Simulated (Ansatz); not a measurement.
# Meshes and cutoff for the phonons of MgO (Periclase, Fm-3m)

How do the frequencies of MgO (Periclase, Fm-3m) move with q mesh, k mesh and cutoff?

Calculated with Ansatz 0.2.0; DFT PBEsol, scalar-relativistic, plane waves, PAW.

The database entry behind the starting cell differs from later determinations by our own check (about 0.1 % long), so it need not match the best structure at ambient conditions.

## (1) Set-up

It takes space group Fm-3m (No. 225, cubic). The conventional cell has a = 4.214 Å, b = 4.214 Å, c = 4.214 Å, α = 90.00°, β = 90.00°, γ = 90.00°. Nearest to Mg lie 6 O at 2.11 Å. Nearest to O lie 6 Mg at 2.11 Å. Farther neighbours and most contacts between anions are not listed.

## (2) Tight relaxation

Phonons need a cell at rest on their own settings, so the relaxation is repeated with tight tolerances on forces and stress, using the mesh and the filling of the phonon run that follows.

File input.yaml:

```yaml
crystal:
  lattice:
    - [0.0, 2.1071294975, 2.1071294975]
    - [2.1071294975, 0.0, 2.1071294975]
    - [2.1071294975, 2.1071294975, 0.0]
  atoms:
    - { symbol: Mg, position: [0.0, 0.0, 0.0] }
    - { symbol: O, position: [0.5, 0.5, 0.5] }
kpoints:
  mp_grid: { grid: [12, 12, 12] }
hamiltonian:
  xc: pbesol
scf:
  occupations: { method: fixed }
output:
  forces: true
  stress: true
  eigenvalues: true
  write_density: true
  write_potential: true
  elf: true
  volumetric_format: npy
relax:
  adjacent_minimum: "off"
  f_tol: 0.001
  max_steps: 60
  cell: { stress_tol: 0.01 }
```

Launch:

```console
ansatz run input.yaml --threads 4 --pin off --max-ram 7168MiB --backend cpu --events-out ev --progress --plain --runs-dir out
```

Numbers of over 12 decimals in the logs are rounded to 6 here.

Output:

```text
Engine: ansatz 0.2.0, aarch64-unknown-linux-gnu
Pseudopotentials: kind: paw
Pseudopotential: Mg, paw, valence charge 10, recommended cutoff 420 eV (normal), Mg.paw.azcp
Pseudopotential: O, paw, valence charge 6, recommended cutoff 420 eV (normal), O.paw.azcp
Functional definition: PBEsol
  exchange = pbesol_x
  correlation = pbesol_c
Crystal: 2 atoms, lattice volume = 18.711 Å³
[...]
--- Relaxed structure (2 steps of the walk, 2 accepted, 1 SCFs on fresh bases) ---
  F+E_penalty+E_count = -2475.87148477 eV   max|allowed force component| = 2.952e-29 eV/Å   (the final SCF, on the basis selected at the relaxed cell)
  cell:  # Å, volume = 18.7107 Å³
    - [0, 2.107106, 2.107106]
    - [2.107106, 0, 2.107106]
    - [2.107106, 2.107106, 0]
  atoms:
    - { symbol: Mg, position: [0, 0, 0] }
    - { symbol: O, position: [0.500000, 0.500000, 0.500000] }
[key lines of the parts left out:]
SCF converged after 6 iterations
Free energy (F): -2475.871485 eV
Fermi energy:    7.994627 eV
P = ⅓ Tr σ = -0.0074 GPa (-0.074 kbar)
```

The job ended after 1.4 s (4 threads of Arm Neoverse V1, shared host; peak memory 0.28 GiB; 4.4 s of CPU time).

Little changed from the start: no atom moved by 0.005 Å and no cell edge by 0.1 %.

Numbers from this step:

```yaml
pressure: -0.007375 GPa
gap_on_the_k_mesh: 4.619 eV
volume_per_atom: 9.355 Å³
direct_gap_on_mesh: 4.619 eV
```

Electrostatic potential energy in the ac plane of the conventional cell at fractional y = 0.000, with atoms of Mg and O within 0.2 Å of it. With pseudopotentials it is smooth inside the atoms' cores, unlike the true potential.

Values in eV, 14 rows by 14 columns, each cell a mean:
```
-64 -44 -10   5   8 -13 -33 -39 -26   0   8   1 -24 -58
-30 -16   0   8  10   4 -13 -17  -5   9  10   5  -6 -24
 -1   3   7  10  11  10   8   6   9  11  11   9   5   1
  8   9  10  11  10   8   5   5   6   9  10  11  10   8
 -4   4  10  10   7   0 -10 -14  -5   4   9  11   9   0
-30 -18   4   9   3 -16 -44 -53 -32  -5   6   9  -5 -26
-46 -30  -4   8  -1 -30 -64 -65 -53 -14   5   6 -17 -39
-39 -26   0   8   1 -24 -58 -64 -44 -10   5   8 -13 -33
-17  -5   9  10   5  -6 -24 -30 -16   0   8  10   4 -13
  6   9  11  11   9   5   1  -1   3   7  10  11  10   8
  5   6   9  10  11  10   8   8   9  10  11  10   8   5
-14  -5   4   9  11   9   0  -4   4  10  10   7   0 -10
-53 -32  -5   6   9  -5 -26 -30 -18   4   9   3 -16 -44
-65 -53 -14   5   6 -17 -39 -46 -30  -4   8  -1 -30 -64
```
Columns run along a (4.2 Å; values clipped at the 3rd and 97th percentile), rows up along c (4.2 Å), edges of the conventional cell, whose origin can differ from the input's. Atoms in or near the plane, at fractional coordinates: Mg at (0.00, 0.00), Mg at (0.50, 0.50), O at (0.50, 0.00), O at (0.00, 0.50).

Valence density in the ac plane of the conventional cell at fractional y = 0.000, with atoms of Mg and O within 0.2 Å of it. It is the smooth field of the valence electrons, not physical close to the nuclei.

Ten steps, logarithmic in the rise over the least value, from '0' (0 e/Å³) to '9' (26 e/Å³), each cell a mean:
```
97202466531158
53001345420025
10000122210001
11000001000001
33100023100123
65310378610245
76311599831256
65311589720246
54200255300134
22100011000012
10000011100000
31001233310002
86102456531037
98312567631159
```
Columns run along a (4.2 Å), rows up along c (4.2 Å), edges of the conventional cell, whose origin can differ from the input's. Atoms in or near the plane, at fractional coordinates: Mg at (0.00, 0.00), Mg at (0.50, 0.50), O at (0.50, 0.00), O at (0.00, 0.50).

ELF in the ac plane of the conventional cell at fractional y = 0.000, with atoms of Mg and O within 0.2 Å of it. It is the smooth field of the valence electrons, not physical close to the nuclei.

Values, 14 rows by 14 columns, each cell a mean:
```
0.32 0.38 0.17 0.23 0.68 0.80 0.65 0.55 0.75 0.79 0.48 0.12 0.29 0.35
0.32 0.23 0.07 0.19 0.57 0.77 0.80 0.79 0.81 0.71 0.38 0.09 0.14 0.29
0.13 0.10 0.08 0.13 0.33 0.57 0.68 0.70 0.64 0.46 0.20 0.08 0.09 0.12
0.50 0.46 0.32 0.16 0.13 0.19 0.23 0.24 0.22 0.15 0.11 0.20 0.38 0.48
0.80 0.76 0.62 0.32 0.08 0.07 0.17 0.21 0.14 0.06 0.15 0.46 0.71 0.79
0.69 0.78 0.76 0.46 0.10 0.23 0.38 0.36 0.33 0.14 0.22 0.64 0.81 0.75
0.40 0.69 0.80 0.50 0.13 0.32 0.32 0.25 0.36 0.21 0.24 0.70 0.79 0.55
0.55 0.75 0.79 0.48 0.12 0.29 0.35 0.32 0.38 0.17 0.23 0.68 0.80 0.65
0.79 0.81 0.71 0.38 0.09 0.14 0.29 0.32 0.23 0.07 0.19 0.57 0.77 0.80
0.70 0.64 0.46 0.20 0.08 0.09 0.12 0.13 0.10 0.08 0.13 0.33 0.57 0.68
0.24 0.22 0.15 0.11 0.20 0.38 0.48 0.50 0.46 0.32 0.16 0.13 0.19 0.23
0.21 0.14 0.06 0.15 0.46 0.71 0.79 0.80 0.76 0.62 0.32 0.08 0.07 0.17
0.36 0.33 0.14 0.22 0.64 0.81 0.75 0.69 0.78 0.76 0.46 0.10 0.23 0.38
0.25 0.36 0.21 0.24 0.70 0.79 0.55 0.40 0.69 0.80 0.50 0.13 0.32 0.32
```
Columns run along a (4.2 Å), rows up along c (4.2 Å), edges of the conventional cell, whose origin can differ from the input's. Atoms in or near the plane, at fractional coordinates: Mg at (0.00, 0.00), Mg at (0.50, 0.50), O at (0.50, 0.00), O at (0.00, 0.50).

The forces vanish by symmetry and the pressure is -0.007 GPa, within the tolerances set. The cell now holds 9.36 Å³/atom.

## (3) The dispersion

Stability and thermal properties need the whole zone. Linear response on a 4×4×4 q mesh gives force constants as far as a supercell of that size would, and the tensors from the zone-centre run are typed in so that the long-range dipole term is interpolated apart.

File input.yaml:

```yaml
crystal:
  lattice:
    - [0.0, 2.1071057379, 2.1071057379]
    - [2.1071057379, 0.0, 2.1071057379]
    - [2.1071057379, 2.1071057379, 0.0]
  atoms:
    - { symbol: Mg, position: [0.0, 0.0, 0.0] }
    - { symbol: O, position: [0.5, 0.5, 0.5] }
kpoints:
  mp_grid: { grid: [12, 12, 12] }
hamiltonian:
  xc: pbesol
scf:
  occupations: { method: fixed }
output:
  eigenvalues: true
phonons:
  method: dfpt
  qmesh: [4, 4, 4]
  temperatures: { t_max: 1000, t_step: 50 }
  qpath:
    path:
      - [[0.0, 0.0, 0.0], [0.5, 0.0, 0.5], [0.625, 0.25, 0.625]]
      - [[0.375, 0.375, 0.75], [0.0, 0.0, 0.0], [0.5, 0.5, 0.5], [0.5, 0.25, 0.75], [0.5, 0.0, 0.5]]
    npoints: 10
  non_analytic_term:
    high_frequency_dielectric_tensor: [[3.2457, 0.0, 0.0], [0.0, 3.2457, 0.0], [0.0, 0.0, 3.2457]]
    born_effective_charges:
      - { species: Mg, tensor: [[1.9803, 0.0, 0.0], [0.0, 1.9803, 0.0], [0.0, 0.0, 1.9803]] }
      - { species: O, tensor: [[-1.9803, 0.0, 0.0], [0.0, -1.9803, 0.0], [0.0, 0.0, -1.9803]] }
    source: "zone-centre run at this cell"
```

Output:

```text
[...]
Crystal: 2 atoms, lattice volume = 18.711 Å³
Basis set: ecut = 420 eV, 339 PW (Γ), exchange–correlation on 40×40×40 points (8 copies of the dense FFT grid, shifted against one another)
Bands: 12, of which v1, the nominal top of the filled ones, is band 8 counted from 1 (7 counted from 0)
Symmetry: 48 space group operations
k-points: 72 of 1728
[...]
SCF iter   1: F=—  HF=-2475.881091 eV  |F-HF|=—  |Δ(HF+E_count)|=         —  Δρ=1.46e-2  dr2=3.16e-2  ethr=1.77e-3  ⟨swp⟩=4.6  Hψ=4498  notcnv=0  defer=129
[...]
SCF iter   8: F=-2475.871485 eV  HF=-2475.871485 eV  |F-HF|=9.09e-13  |Δ(HF+E_count)|=  5.91e-12  Δρ=3.45e-8  dr2=7.06e-14  ethr=1.00e-12  ⟨swp⟩=5.0  Hψ=3143  notcnv=0
SCF 1 converged in 8 iterations: F = -2475.871485 eV  dr2 = 7.06e-14
[...]
NSCF: frozen V_eff on 72 k-points
[...]
DFPT response loops at q = (0, 0, 0) (fractional): preconditioner auto → none (the input reference at scf.mixing.eps_inf says where Resta's filter doesn't serve); β = 0.50; Broyden in place of MSR1
[...]
SCF converged after 8 iterations
Free energy (F): -2475.871485 eV
[...]
Internal energy: -2475.871485 eV  (E = F + TS)
E sigma→0 (E₀):  -2475.871485 eV
Fermi energy:    7.994627 eV
[...]
--- Band table (eV; the first three rows and the last of 72) ---
  k-point 0: bands = [... 4 lower, -9.1921, 7.9946, 7.9946, 7.9946, 12.6138, 23.6608, 23.6608, 23.6608]
  k-point 1: bands = [... 4 lower, -9.1145, 7.5155, 7.9468, 7.9468, 13.0743, 22.6775, 23.8298, 23.8298]
  k-point 2: bands = [... 4 lower, -8.8954, 6.4654, 7.8190, 7.8190, 14.0423, 21.2962, 24.2283, 24.2283]
  k-point 71: bands = [... 4 lower, -7.5577, 5.0176, 5.0176, 6.2069, 19.4920, 19.4920, 20.0516, 23.3758]
--- Phonons (Γ-DFPT): 2 representative perturbations + reference (Σ response iterations 7) ---
  ASR residual: 7.586e-6 → 0.000e0 eV/Å²; symmetrization residual: 1.449e-6 eV/Å²
  ASR residual per site (eV/Å²): 7.59e-6 3.76e-6
  Γ frequencies (cm⁻¹): 0.00 0.00 0.00 387.50 387.50 387.50
--- Phonons (arbitrary-q DFPT): 8 irreducible q on the 4×4×4 mesh ---
  q = [0.0000, 0.0000, 0.0000] (star 1, of the zone-centre solve; hermiticity 5.44e-7, symmetrization 5.40e-13): 0.00 0.00 0.00 387.50 387.50 387.50
  q = [0.0000, 0.0000, 0.2500] (star 8, 2 solved perturbations on 936 of 1728 k-point pairs; hermiticity 9.33e-8, symmetrization 6.31e-9): 179.35 179.35 320.07 378.44 378.44 660.11
[...]
q = [0.0000, 0.2500, 0.2500] (star 6, 4 solved perturbations in 1608 linear systems a pass and spin channel, the states on 510 of 1728 k-point pairs; hermiticity 1.95e-7, symmetrization 7.13e-9): 213.31 213.31 319.56 411.37 411.37 605.97
[...]
sum rule: each row above includes the acoustic sum rule's correction from the zone centre's row sums; it moved no ω² by more than (0.29 cm⁻¹)²
  mesh force constants: q→R imaginary residual 1.98e-18; ASR residual 7.586e-6 → 0.000e0 eV/Å²; symmetrization residual 5.329e-15 eV/Å²
  interpolated dispersion: 63 rows × 6 modes
  density of states and harmonic sums: on the 28×28×28 q-mesh, interpolated from the force constants of a 4×4×4 supercell (with the dipole–dipole term of supplied tensors)
  largest difference from the sums on the solved wave vectors: F 7.76e-3 eV, S 1.19e-5 and C_V 3.96e-6 eV/K
  zero-point energy: 0.144447 eV/cell   skipped modes (ω ≤ 0): 3   left out of the sums: 2.28e-5 of the cell's modes: C_V's classical limit lies that fraction below 3 k_B per atom; for a crystal, a wire or a layer, F and S can be off by more, and a phonons.interpolated_qmesh denser along its periods is the remedy for the sampling
```

The job ended after 74 s (4 threads; peak memory 1.1 GiB).

Reading the cycles: dr2 is the Hartree energy of the density residual (eV), the measure of convergence; HF is the Harris–Foulkes estimate of the energy, which meets the free energy F at convergence.

This step gave:

```
sum-rule residual before enforcement                    : 7.59e-6 eV/Å²
lowest frequency on the path                            : 0 cm⁻¹
point group                                             : m-3m
highest frequency on the path or at a solved wavevector : 692.5 cm⁻¹
mean frequency                                          : 388.4 cm⁻¹
Debye temperature (second moment)                       : 751 K
logarithmic mean frequency                              : 370.6 cm⁻¹
highest optical mode at the zone centre (no LO-TO term) : 387.5 cm⁻¹
lowest optical zone-centre mode                         : 387.5 cm⁻¹
lowest mode on the q mesh (acoustic modes at Γ apart)   : 179.3 cm⁻¹
zero-point energy per atom                              : 72.22 meV
heat capacity at 300 K                                  : 18.68 J/(mol atoms K)
vibrational entropy at 300 K                            : 14.09 J/(mol atoms K)
```

Frequencies (cm⁻¹) solved at each irreducible wavevector; negative means imaginary. Frequencies by wavevector, by row:

| q in reciprocal lattice units | star | mode 1 | mode 2 | mode 3 | mode 4 | mode 5 | mode 6 |
| --- | --- | --- | --- | --- | --- | --- | --- |
| 0 0 0 | 1 | 0 | 0 | 0 | 387.5 | 387.5 | 387.5 |
| 0 0 0.25 | 8 | 179.3 | 179.3 | 320.1 | 378.4 | 378.4 | 660.1 |
| 0 0 -0.5 | 4 | 271.3 | 271.3 | 353.2 | 353.2 | 537.4 | 555.8 |
| 0 0.25 0.25 | 6 | 213.3 | 213.3 | 319.6 | 411.4 | 411.4 | 606 |
| 0 0.25 -0.5 | 24 | 275.1 | 322.5 | 400.9 | 429.3 | 438.1 | 542.5 |
| 0 0.25 -0.25 | 12 | 261.2 | 314.2 | 362.5 | 404.7 | 448.2 | 573.8 |
| 0 -0.5 -0.5 | 3 | 284.4 | 284.4 | 414.9 | 436.5 | 436.5 | 534.5 |
| 0.25 -0.5 -0.25 | 6 | 340.3 | 368.4 | 368.4 | 431.4 | 486.9 | 486.9 |

Interpolated from a 4×4×4 q mesh, with the LO-TO term (at Γ the limit along the path; where Γ stands inside the path, tables give the limit on arrival). The phonon branches at the labelled points (cm⁻¹):

| point | branch 1 | branch 2 | branch 3 | branch 4 | branch 5 | branch 6 |
| --- | --- | --- | --- | --- | --- | --- |
| Γ | 0 | 0 | 0 | 388 | 388 | 692 |
| halfway | 213 | 213 | 320 | 411 | 411 | 606 |
| X | 284 | 284 | 415 | 436 | 436 | 534 |
| halfway | 286 | 315 | 409 | 429 | 450 | 528 |
| U | 290 | 379 | 391 | 406 | 479 | 510 |
| jump to K | 290 | 379 | 391 | 406 | 479 | 510 |
| halfway | 210 | 252 | 345 | 364 | 422 | 625 |
| Γ | 0 | 0 | 0 | 388 | 388 | 692 |
| halfway | 179 | 179 | 320 | 378 | 378 | 660 |
| L | 271 | 271 | 353 | 353 | 537 | 556 |
| halfway | 289 | 322 | 383 | 429 | 472 | 532 |
| W | 340 | 368 | 368 | 431 | 487 | 487 |
| halfway | 312 | 315 | 404 | 435 | 450 | 522 |
| X | 284 | 284 | 415 | 436 | 436 | 534 |

The phonon branches as a text plot (rows in cm⁻¹):

```
    678 |***                      **********
    649 |   *                    *          **
    620 |    ***                *             *
    592 |       *              *               **
    563 |        *           **                  ***
    534 |         *******   *                    *******      ***
    505 |                ***                    *   **  ** ***
    476 |                ** *                  *      * *****
    447 |           *****    ***                       *    *****
    418 |    ****************** **            *      ** ****  ***
    390 |****    *      ****   *  ***********       * ** * ***
    361 |       *        * *********         *********  ****
    332 |      *        *    ** *           *         ** *****
    303 |             ** ***   * *                  *****     **
    274 |    **   *******   ***            *    ******          *
    245 |       **             **             **
    216 |   *  *                ****         *
    188 |    **                           * *
    159 |                        ****      *
    130 |  **                     **     *
    101 |  *                        *     *
     72 | *                          *  **
     43 | *                          *  *
     14 |*                            **
         Γ           X  U|K            Γ         L        W     X
```

Symmetry leaves 8 wavevectors to solve. The lowest mode among them, the acoustic zeros apart, lies at q = (0, 0, 0.25) and is real, 179 cm⁻¹.

## (4) Another q mesh, q mesh 2×2×2

The q mesh is changed to 2×2×2, to see how far the force constants must reach.

input.yaml: that of step 3 with these lines changed.

```diff
@@ -18,3 +18,3 @@
   method: dfpt
-  qmesh: [4, 4, 4]
+  qmesh: [2, 2, 2]
   temperatures: { t_max: 1000, t_step: 50 }
```

Output:

```text
[...]
Crystal: 2 atoms, lattice volume = 18.711 Å³
Basis set: ecut = 420 eV, 339 PW (Γ), exchange–correlation on 40×40×40 points (8 copies of the dense FFT grid, shifted against one another)
Bands: 12, of which v1, the nominal top of the filled ones, is band 8 counted from 1 (7 counted from 0)
Symmetry: 48 space group operations
k-points: 72 of 1728
[...]
SCF iter   1: F=—  HF=-2475.881091 eV  |F-HF|=—  |Δ(HF+E_count)|=         —  Δρ=1.46e-2  dr2=3.16e-2  ethr=1.77e-3  ⟨swp⟩=4.6  Hψ=4498  notcnv=0  defer=129
[...]
SCF iter   8: F=-2475.871485 eV  HF=-2475.871485 eV  |F-HF|=9.09e-13  |Δ(HF+E_count)|=  5.91e-12  Δρ=3.45e-8  dr2=7.06e-14  ethr=1.00e-12  ⟨swp⟩=5.0  Hψ=3143  notcnv=0
SCF 1 converged in 8 iterations: F = -2475.871485 eV  dr2 = 7.06e-14
[...]
SCF converged after 8 iterations
Free energy (F): -2475.871485 eV
[...]
Internal energy: -2475.871485 eV  (E = F + TS)
E sigma→0 (E₀):  -2475.871485 eV
Fermi energy:    7.994627 eV
[...]
--- Band table (eV; the first three rows and the last of 72) ---
  k-point 0: bands = [... 4 lower, -9.1921, 7.9946, 7.9946, 7.9946, 12.6138, 23.6608, 23.6608, 23.6608]
  k-point 1: bands = [... 4 lower, -9.1145, 7.5155, 7.9468, 7.9468, 13.0743, 22.6775, 23.8298, 23.8298]
  k-point 2: bands = [... 4 lower, -8.8954, 6.4654, 7.8190, 7.8190, 14.0423, 21.2962, 24.2283, 24.2283]
  k-point 71: bands = [... 4 lower, -7.5577, 5.0176, 5.0176, 6.2069, 19.4920, 19.4920, 20.0516, 23.3758]
[...]
ASR residual: 7.586e-6 → 0.000e0 eV/Å²; symmetrization residual: 1.449e-6 eV/Å²
  ASR residual per site (eV/Å²): 7.59e-6 3.76e-6
  Γ frequencies (cm⁻¹): 0.00 0.00 0.00 387.50 387.50 387.50
--- Phonons (arbitrary-q DFPT): 3 irreducible q on the 2×2×2 mesh ---
[...]
interpolated dispersion: 63 rows × 6 modes
[...]
```

Run time: 12 s. Hardware: 4 threads; peak memory 0.53 GiB; 43 s of CPU time.

This step gave:

* mean frequency: 386.6 cm⁻¹
* lowest mode on the q mesh (acoustic modes at Γ apart): 271.3 cm⁻¹

Frequencies (cm⁻¹) solved at each irreducible wavevector; negative means imaginary. Frequencies by wavevector, by row:

| q in reciprocal lattice units | star | mode 1 | mode 2 | mode 3 | mode 4 | mode 5 | mode 6 |
| --- | --- | --- | --- | --- | --- | --- | --- |
| 0 0 0 | 1 | 0 | 0 | 0 | 387.5 | 387.5 | 387.5 |
| 0 0 -0.5 | 4 | 271.3 | 271.3 | 353.2 | 353.2 | 537.4 | 555.8 |
| 0 -0.5 -0.5 | 3 | 284.4 | 284.4 | 414.9 | 436.5 | 436.5 | 534.5 |

Interpolated from a 2×2×2 q mesh, rough between the solved points, with the LO-TO term (at Γ the limit along the path; where Γ stands inside the path, tables give the limit on arrival). Phonon branches along the path, in cm⁻¹:

| point | branch 1 | branch 2 | branch 3 | branch 4 | branch 5 | branch 6 |
| --- | --- | --- | --- | --- | --- | --- |
| Γ | 0 | 0 | 0 | 388 | 388 | 692 |
| halfway | 216 | 216 | 331 | 411 | 411 | 605 |
| X | 284 | 284 | 415 | 436 | 436 | 534 |
| halfway | 281 | 316 | 411 | 430 | 445 | 524 |
| U | 274 | 386 | 396 | 412 | 464 | 496 |
| jump to K | 274 | 386 | 396 | 412 | 464 | 496 |
| halfway | 218 | 247 | 352 | 354 | 418 | 624 |
| Γ | 0 | 0 | 0 | 388 | 388 | 692 |
| halfway | 187 | 187 | 321 | 373 | 373 | 660 |
| L | 271 | 271 | 353 | 353 | 537 | 556 |
| halfway | 278 | 318 | 388 | 421 | 478 | 520 |
| W | 339 | 369 | 369 | 422 | 475 | 475 |
| halfway | 310 | 313 | 406 | 431 | 447 | 514 |
| X | 284 | 284 | 415 | 436 | 436 | 534 |

The phonon branches as a text plot (rows in cm⁻¹):

```
    678 |***                      **********
    649 |   *                    *          **
    620 |    **                 *             *
    592 |      **              *               **
    563 |        *           **                  ***
    534 |         ******                         ******       ***
    505 |               *** *                   *   ** **   **
    476 |                 **                   *      *  ***
    447 |           ******  ***                        **   *****
    418 |      *******************            *       * *********
    390 |******  *       ****  *  ********** *      **** * ***
    361 |       *        *  ********        *********    ***
    332 |      *        *    **             *         ********
    303 |             **       * *                  **  *     **
    274 |    **  ************              *    ********        *
    245 |       *            **** **          **
    216 |   *  *                **           *
    188 |    **                  *        * *
    159 |  *                      ***      *
    130 |   *                     **     **
    101 |  *                        *
     72 | *                          *  **
     43 | *                          *  *
     14 |*                            **
         Γ           X  U|K            Γ         L        W     X
```

The mean frequency is 386.6 cm⁻¹, -1.8 cm⁻¹ against the base run.

On this path the spectrum ends at 692 cm⁻¹ (at Γ). No branch goes imaginary on this path.

(Part 1 of 4 ends here.)

[Logs are printed without paths, hosts, clocks, repeated set-up lines and the standing remarks that a program may print on its own settings, such as how far it seeks lower states.]

[Hosts, paths, dates, database ids (printed as entryN), source tags and the programs' standing remarks are cut or masked in the printed files.]
